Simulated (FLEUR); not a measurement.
# Collinear magnetic orders of 2 ML Ni on Cu(111), fcc site, 3 substrate layers with FLEUR

Wanted: the moments of 2 ML Ni on Cu(111), fcc site, 3 substrate layers and the energy of each order that was tried.

Program: FLEUR MaX-R8.1. Level of theory: LDA (VWN); all-electron FLAPW film, Dirac cores, scalar-relativistic bands. Results are calculated unless marked as measured.

Report form: the programs' logs are mostly left out.

**1. The starting structure**

The cell holds 5 atoms: 3 Cu and 2 Ni. Its edges and angles: a = 2.556 Å, b = 2.556 Å, c = 22.208 Å, α = 90.0°, β = 90.0°, γ = 120.0°. Pseudomorphic film on a typed substrate lattice, hard-sphere layer spacings, unrelaxed. Vacuum lies along c.

As a file:

```xyz
5
Lattice="2.5562 0.0000 0.0000 -1.2781 2.2137 0.0000 0.0000 0.0000 22.2076" Properties=species:S:1:pos:R:3
Cu    0.0000    0.0000    7.0000
Cu    1.2781    0.7379    9.0871
Cu    0.0000    1.4758   11.1742
Ni    0.0000    0.0000   13.2145
Ni    1.2781    0.7379   15.2076
```

**2. Start 1: ferro ++**

The parallel start is the test of whether parallel moments hold.

inpgen writes inp.xml from crystal.txt; cutoffs, mixing, functional, smearing and local orbitals are then set in the file. The k list default-1 (kpts.xml, not shown) is a Γ-centred 12×12×1 mesh; where the ranks do not divide the number of points, some are split in two of half the weight.

Input file inp.xml:

```
<?xml version="1.0" encoding="UTF-8" standalone="no"?>
<fleurInput fleurInputVersion="0.39">
   <comment>
      Cu3Ni2
   </comment>
   <calculationSetup>
      <cutoffs Kmax="3.68" Gmax="11.0" GmaxXC="11.0" numbands="0"/>
      <scfLoop itmax="120" minDistance="0.00002" maxIterBroyd="15" imix="Anderson" alpha="0.03" precondParam="0.0" spinf="2.0" sdNocoIR="T"/>
      <coreElectrons ctail="T" frcor="F" kcrel="0" coretail_lmax="0"/>
      <xcFunctional name="vwn" relativisticCorrections="F"/>
      <magnetism jspins="2"/>
      <soc l_soc="F" theta="0.0" phi="0.0" spav="F"/>
      <expertModes spex="0" secvar="F"/>
      <geometryOptimization l_f="F" forcealpha="1.0" forcemix="BFGS" epsdisp="0.00001" epsforce="0.00001"/>
      <ldaU l_linMix="F" mixParam="0.05" spinf="1.0"/>
   </calculationSetup>
   <cell>
      <bzIntegration valenceElectrons="69.0" mode="hist" fermiSmearingEnergy="0.00183747">
         <kPointListSelection listName="default-1"/>
         <xi:include xmlns:xi="http://www.w3.org/2001/XInclude" href="kpts.xml"> </xi:include>
      </bzIntegration>
      <xi:include xmlns:xi="http://www.w3.org/2001/XInclude" href="sym.xml"> </xi:include>
      <filmLattice scale="1.0" dVac="20.89" dTilda="23.39">
         <bravaisMatrixFilm>
            <row-1>    4.8305005380205230     0.0000005592455493</row-1>
            <row-2>   -2.4152507533376184     4.1833358992959262</row-2>
         </bravaisMatrixFilm>
         <vacuumEnergyParameters vacuum="1" spinUp="-.25" spinDown="-.25"/>
         <vacuumEnergyParameters vacuum="2" spinUp="-.25" spinDown="-.25"/>
      </filmLattice>
   </cell>
   <atomSpecies>
      <species name="Copper (Cu)" element="Cu" atomicNumber="29">
         <mtSphere radius="2.29" gridPoints="757" logIncrement="0.016"/>
         <atomicCutoffs lmax="8" lnonsphr="6"/>
         <electronConfig flipSpins="F">
            <coreConfig>(1s1/2) (2s1/2) (2p1/2) (2p3/2) (3s1/2) (3p1/2) (3p3/2)</coreConfig>
            <valenceConfig>(4s1/2) (3d3/2) (3d5/2)</valenceConfig>
            <stateOccupation state="(4s1/2)" spinUp="0.500000" spinDown="0.500000"/>
         </electronConfig>
         <energyParameters s="4" p="4" d="3" f="4"/>
      </species>
      <species name="Nickel (Ni1.001" element="Ni" atomicNumber="28">
         <mtSphere radius="2.23" gridPoints="737" logIncrement="0.017"/>
         <atomicCutoffs lmax="8" lnonsphr="6"/>
         <electronConfig flipSpins="F">
            <coreConfig>(1s1/2) (2s1/2) (2p1/2) (2p3/2)</coreConfig>
            <valenceConfig>(3s1/2) (3p1/2) (3p3/2) (4s1/2) (3d3/2) (3d5/2)</valenceConfig>
            <stateOccupation state="(3d3/2)" spinUp="1.6" spinDown="1.6"/>
            <stateOccupation state="(3d5/2)" spinUp="2.9005" spinDown="1.8995"/>
         </electronConfig>
         <energyParameters s="4" p="4" d="3" f="4"/>
         <lo type="SCLO" l="0" n="3" eDeriv="0"/>
         <lo type="SCLO" l="1" n="3" eDeriv="0"/>
      </species>
   </atomSpecies>
   <atomGroups>
      <atomGroup species="Copper (Cu)">
         <filmPos label="                   1">.0000000000 .0000000000 -7.7550775729</filmPos>
         <force calculate="T" relaxXYZ="TTT"/>
      </atomGroup>
      <atomGroup species="Copper (Cu)">
         <filmPos label="                   2">-1.000/3.000 1.000/3.000 -3.8109592592</filmPos>
         <force calculate="T" relaxXYZ="TTT"/>
      </atomGroup>
      <atomGroup species="Copper (Cu)">
         <filmPos label="                   3">1.000/3.000 -1.000/3.000 .1331170881</filmPos>
         <force calculate="T" relaxXYZ="TTT"/>
      </atomGroup>
      <atomGroup species="Nickel (Ni1.001">
         <filmPos label="                   4">.0000000000 .0000000000 3.9886865191</filmPos>
         <force calculate="T" relaxXYZ="TTT"/>
      </atomGroup>
      <atomGroup species="Nickel (Ni1.001">
         <filmPos label="                   5">-1.000/3.000 1.000/3.000 7.7550775729</filmPos>
         <force calculate="T" relaxXYZ="TTT"/>
      </atomGroup>
   </atomGroups>
   <output dos="F" band="F" slice="F">
      <bandDOS minEnergy="-.5*Htr" maxEnergy="0.5*Htr" sigma="0.015" storeEVData="T"/>
      <plotting iplot="0" polar="F">
         <plot TwoD="T" vec1="  1.0  0.0  0.0" vec2="  0.0  1.0  0.0" vec3="  0.0  0.0  1.0" zero="  0.0  0.0 -0.5" file="plot"/>
      </plotting>
      <moessbauerParams electricFieldGradient="F" isomerShift="F" coreHyperfine="F" valenceHyperfine="F"/>
   </output>
</fleurInput>
```

Input file crystal.txt:

```
Cu3Ni2
&input film=T cartesian=F /
2.55619080201  0.00000029594  0.00000000000
-1.27809565730  2.21372602349  0.00000000000
0.00000000000  0.00000000000  1.00000000000
1.8897261246
1.0 1.0 1.0

5
29 0.00000000000  0.00000000000  -7.75507757288
29 0.66666666667  0.33333333333  -3.81095925924
29 0.33333333333  0.66666666667  0.13311708810
28 0.00000000000  0.00000000000  3.98868651905 : 1.001
28 0.66666666667  0.33333333333  7.75507757288 : 1.001

&kpt div1=12 div2=12 div3=1 gamma=T /
```

Command:

```bash
$ OMP_NUM_THREADS=1 inpgen -f crystal.txt > inpgen.log  # inp.xml is then edited as shown
$ OMP_NUM_THREADS=1 mpirun -n 8 fleur_MPI > fleur.log
```

Run time: 47 s. Hardware: 8 MPI ranks of AMD EPYC 9R45, shared host; peak memory 0.71 GiB; 6.2 min of CPU time.

Spin moment in the muffin-tin sphere by atom:

```csv
atom,spin moment in the muffin-tin sphere (μB)
Cu1,0.013
Cu2,0.008
Cu3,0.003
Ni4,0.560
Ni5,0.645
```

Numbers from this step:

- free energy: -217534.4978 eV
- program's band gap on this mesh (in a metal only a level spacing): 0.01226 eV
- magnetization: 1.184 μB
- final state: ferromagnetic

After 65 cycles the largest moment stands at 0.645 μB.

**3. Run 2 (antiferro +-)**

Reversing part of the moments tests the sign of the couplings between them.

inp.xml, as its differences from that of step 2:

```diff
@@ -55,2 +55,15 @@
       </species>
+      <species name="Nickel (Ni-1.001" element="Ni" atomicNumber="28">
+         <mtSphere radius="2.23" gridPoints="737" logIncrement="0.017"/>
+         <atomicCutoffs lmax="8" lnonsphr="6"/>
+         <electronConfig flipSpins="F">
+            <coreConfig>(1s1/2) (2s1/2) (2p1/2) (2p3/2)</coreConfig>
+            <valenceConfig>(3s1/2) (3p1/2) (3p3/2) (4s1/2) (3d3/2) (3d5/2)</valenceConfig>
+            <stateOccupation state="(3d3/2)" spinUp="1.6" spinDown="1.6"/>
+            <stateOccupation state="(3d5/2)" spinUp="1.8995" spinDown="2.9005"/>
+         </electronConfig>
+         <energyParameters s="4" p="4" d="3" f="4"/>
+         <lo type="SCLO" l="0" n="3" eDeriv="0"/>
+         <lo type="SCLO" l="1" n="3" eDeriv="0"/>
+      </species>
    </atomSpecies>
@@ -73,3 +86,3 @@
       </atomGroup>
-      <atomGroup species="Nickel (Ni1.001">
+      <atomGroup species="Nickel (Ni-1.001">
          <filmPos label="                   5">-1.000/3.000 1.000/3.000 7.7550775729</filmPos>
```

crystal.txt, as its differences from that of step 2:

```diff
@@ -13,3 +13,3 @@
 28 0.00000000000  0.00000000000  3.98868651905 : 1.001
-28 0.66666666667  0.33333333333  7.75507757288 : 1.001
+28 0.66666666667  0.33333333333  7.75507757288 : -1.001
```

Run time: 84 s. Hardware: 8 MPI ranks; peak memory 0.72 GiB.

The run stopped without converging, so none of its numbers is a property of the system.

After 120 cycles the density distance stands at 2.4 me/bohr³, above the threshold of 2e-05.

**4. Start 3: no spin polarisation**

Without spin polarisation no moment can form, so the difference from the other runs is what forming moments gains.

inp.xml, as its differences from that of step 3:

```diff
@@ -10,3 +10,3 @@
       <xcFunctional name="vwn" relativisticCorrections="F"/>
-      <magnetism jspins="2"/>
+      <magnetism jspins="1"/>
       <soc l_soc="F" theta="0.0" phi="0.0" spav="F"/>
@@ -42,3 +42,3 @@
       </species>
-      <species name="Nickel (Ni1.001" element="Ni" atomicNumber="28">
+      <species name="Nickel (Ni)" element="Ni" atomicNumber="28">
          <mtSphere radius="2.23" gridPoints="737" logIncrement="0.017"/>
@@ -48,17 +48,4 @@
             <valenceConfig>(3s1/2) (3p1/2) (3p3/2) (4s1/2) (3d3/2) (3d5/2)</valenceConfig>
-            <stateOccupation state="(3d3/2)" spinUp="1.6" spinDown="1.6"/>
-            <stateOccupation state="(3d5/2)" spinUp="2.9005" spinDown="1.8995"/>
-         </electronConfig>
-         <energyParameters s="4" p="4" d="3" f="4"/>
-         <lo type="SCLO" l="0" n="3" eDeriv="0"/>
-         <lo type="SCLO" l="1" n="3" eDeriv="0"/>
-      </species>
-      <species name="Nickel (Ni-1.001" element="Ni" atomicNumber="28">
-         <mtSphere radius="2.23" gridPoints="737" logIncrement="0.017"/>
-         <atomicCutoffs lmax="8" lnonsphr="6"/>
-         <electronConfig flipSpins="F">
-            <coreConfig>(1s1/2) (2s1/2) (2p1/2) (2p3/2)</coreConfig>
-            <valenceConfig>(3s1/2) (3p1/2) (3p3/2) (4s1/2) (3d3/2) (3d5/2)</valenceConfig>
-            <stateOccupation state="(3d3/2)" spinUp="1.6" spinDown="1.6"/>
-            <stateOccupation state="(3d5/2)" spinUp="1.8995" spinDown="2.9005"/>
+            <stateOccupation state="(3d3/2)" spinUp="1.600000" spinDown="1.600000"/>
+            <stateOccupation state="(3d5/2)" spinUp="2.400000" spinDown="2.400000"/>
          </electronConfig>
@@ -82,3 +69,3 @@
       </atomGroup>
-      <atomGroup species="Nickel (Ni1.001">
+      <atomGroup species="Nickel (Ni)">
          <filmPos label="                   4">.0000000000 .0000000000 3.9886865191</filmPos>
@@ -86,3 +73,3 @@
       </atomGroup>
-      <atomGroup species="Nickel (Ni-1.001">
+      <atomGroup species="Nickel (Ni)">
          <filmPos label="                   5">-1.000/3.000 1.000/3.000 7.7550775729</filmPos>
```

crystal.txt, as its differences from that of step 3:

```diff
@@ -12,4 +12,4 @@
 29 0.33333333333  0.66666666667  0.13311708810
-28 0.00000000000  0.00000000000  3.98868651905 : 1.001
-28 0.66666666667  0.33333333333  7.75507757288 : -1.001
+28 0.00000000000  0.00000000000  3.98868651905
+28 0.66666666667  0.33333333333  7.75507757288
```

Wall time 21 s (8 MPI ranks); peak memory 0.55 GiB.

Numbers from this step:

```yaml
free_energy: -217534.4348 eV
program_s_band_gap_on_this_mesh_in_a_metal_only_a_level_spacing: 0 eV
final_state: non-magnetic (no spin polarisation)
```

It lies 31.5 meV a seeded atom over the first start.

**5. Ranking**

Free energies are divided by the number of seeded atoms.

Orders:

```csv
start,final state,typed order kept,energy over the lowest (meV a seeded atom),largest sphere moment (μB),net moment (μB a primitive cell),mesh matched,CPU time (s)
ferro ++,ferromagnetic,yes,0,0.645,1.184,yes,370.7
no spin polarisation,non-magnetic,-,31.54,0,0,yes,162.6
```

**6. Spin–orbit coupling, moments along z**

Spin–orbit coupling ties the spins to the lattice and lets orbital moments form.

A new self-consistent run of the start ferro ++, with the moments along z.

inp.xml, as its differences from that of step 2:

```diff
@@ -6,3 +6,3 @@
    <calculationSetup>
-      <cutoffs Kmax="3.68" Gmax="11.0" GmaxXC="11.0" numbands="0"/>
+      <cutoffs Kmax="3.68" Gmax="11.0" GmaxXC="11.0" numbands="169"/>
       <scfLoop itmax="120" minDistance="0.00002" maxIterBroyd="15" imix="Anderson" alpha="0.03" precondParam="0.0" spinf="2.0" sdNocoIR="T"/>
@@ -11,3 +11,3 @@
       <magnetism jspins="2"/>
-      <soc l_soc="F" theta="0.0" phi="0.0" spav="F"/>
+      <soc l_soc="T" theta="0.0" phi="0.0" spav="F"/>
       <expertModes spex="0" secvar="F"/>
```

crystal.txt, as its differences from that of step 2:

```diff
@@ -15,2 +15,3 @@
 
+&soc 0.0000000 0.0000000 /
 &kpt div1=12 div2=12 div3=1 gamma=T /
```

Run time: 3.9 min. Hardware: 8 MPI ranks; peak memory 1.2 GiB.

Spin moment in the muffin-tin sphere by atom:

```csv
atom,spin moment in the muffin-tin sphere (μB)
Cu1,0.013
Cu2,0.008
Cu3,0.004
Ni4,0.552
Ni5,0.639
```

Read from the output:

```
free energy                                                       : -217534.5647 eV
program's band gap on this mesh (in a metal only a level spacing) : 0 eV
magnetization                                                     : 1.172 μB
final state                                                       : ferromagnetic
orbital moment along the spin                                     : 0.04476 μB
```

Orbital moment in the sphere, along the spin axis by atom:

```csv
atom,"orbital moment in the sphere, along the spin axis (μB)"
Cu1,0.0009
Cu2,0.0004
Cu3,-0.0002
Ni4,0.0514
Ni5,0.0448
```

**7. Outcome**

```
lower run                                                                   : with moments
largest site spin moment                                                    : 0.645 μB
next finished state                                                         : non-magnetic, 31.5 meV a seeded atom higher
energy gained by spin polarisation                                          : 31.5 meV a seeded atom
orbital moment on the atom of largest spin, along its spin (spin–orbit run) : 0.0448 μB
```

No opposed order could be compared. The parallel start holds moments up to 0.645 μB. 1 start gave no converged result and is missing from the ranking; where cut off, the energy had nearly settled 30 meV a seeded atom over the lowest. On the atom of largest spin the orbital moment is almost quenched. No antiferromagnetic order was obtained, so the session says nothing on how the moments order. A substrate of 3 unrelaxed layers is a model; thickness and relaxation can move these numbers.

[Logs and program files are shortened in this print: banners, set-up blocks, solver, clock and traceback lines can be left out without a mark of their own.]

[Logs are printed without paths, hosts, clocks, repeated set-up lines and the standing remarks that a program may print on its own settings, such as how far it seeks lower states.]

[Hosts, paths, dates, database ids (printed as entryN), source tags and the programs' standing remarks are cut or masked in the printed files.]

[Where a cell is said to come from a database of computed structures, the database is the Materials Project.]
